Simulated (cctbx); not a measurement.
# Diagnosing a refinement

Cell a = 12.0260 Å, b = 12.0260 Å, c = 12.0260 Å, α = 90.00°, β = 90.00°, γ = 90.00°; space group Fd-3m (no. 227, origin choice 1).

The data are simulated with cctbx, not measured: Mo Kα, λ = 0.71073 Å, to d = 0.65 Å, 80 % of the full sphere, strongest reflection 5000 counts, noise from counting, a 6 % proportional error and a noise floor of 2 counts (s.d.); no absorption.

An anisotropic refinement with weights 1/σ² prints:

```text
Rint 0.061, 191 unique reflections to 0.65 A
cycle     R1     wR2    GooF  max shift (A)
   1  0.0256  0.0630   2.771   0.00168
   2  0.0256  0.0619   2.722   0.00000
final R1 0.0256 wR2 0.0619 GooF 2.722  parameters 9  data/parameter 21.2
atom        x        y        z      Ueq    occ   su(xyz)  su(Uiso or U11)
Hf1    0.25000  0.93477  0.25000   0.0052  1.000  0.00004  0.0002
Fe1    0.87500  0.87500  0.12500   0.0068  1.000  0.00000  0.0005
Ti1    0.32968  0.32968  0.32968   0.0107  1.000  0.00015  0.0005
difference map: max 19.62 min -1.19 rms 0.58
Q1    0.1250  0.1250  0.6250   16   19.62  2.24 A from Hf1
Q2    0.0971  0.0971  0.0971   32    1.19  0.58 A from Fe1
Q3    0.0257  0.0257  0.9743   32    1.10  1.13 A from Ti1
Q4    0.0810  0.0810  0.5810   32    1.06  1.86 A from Hf1
Q5    0.0760  0.0760  0.1588   96    0.93  0.93 A from Fe1
Q6    0.0000  0.0000  0.0988   48    0.84  1.37 A from Ti1
```

Q: Accept it or mend it, and why?

Mend it. The fault: an atom left out, C at (3/8, 7/8, 1/8). Against the right model at the same level, R1 goes from 0.0099 to 0.0256 and GooF from 0.98 to 2.72 and the top difference peak, 19.6 e/Å³, lies 2.24 Å from Hf1. Q1 is the missing atom. With scattering power missing, scale and phases suffer, so peaks may also grow on the heavy atoms.

The compound is Hf3Ti2FeC. The right model at the same level gives:

```text
Rint 0.061, 191 unique reflections to 0.65 A
cycle     R1     wR2    GooF  max shift (A)
   1  0.0103  0.0239   1.057   0.00028
   2  0.0099  0.0222   0.982   0.00000
final R1 0.0099 wR2 0.0222 GooF 0.982  parameters 11  data/parameter 17.4
atom        x        y        z      Ueq    occ   su(xyz)  su(Uiso or U11)
Hf1    0.25000  0.93481  0.25000   0.0052  1.000  0.00001  0.0001
Fe1    0.87500  0.87500  0.12500   0.0070  1.000  0.00000  0.0002
Ti1    0.32959  0.32959  0.32959   0.0111  1.000  0.00005  0.0002
C1     0.37500  0.87500  0.12500   0.0107  1.000  0.00000  0.0012
difference map: max 0.94 min -0.83 rms 0.23
Q1    0.0340  0.0340  0.4660   32    0.98  1.90 A from Hf1
Q2    0.0926  0.0926  0.0926   32    0.91  0.68 A from Fe1
Q3    0.0000  0.0000  0.1011   48    0.90  1.38 A from Ti1
Q4    0.0534  0.0534  0.3535   96    0.85  1.02 A from Hf1
Q5    0.0730  0.0730  0.1589   96    0.81  0.97 A from Fe1
Q6    0.0278  0.0278  0.9722   32    0.77  1.08 A from Ti1
```

The model was made for the exercise: a known structure type with other elements put in, its volume estimated, not relaxed; displacement parameters are assumed.

[Middle refinement cycles are left out of these outputs.]

[Logs are printed without paths, hosts, clocks, repeated set-up lines and the standing remarks that a program may print on its own settings, such as how far it seeks lower states.]
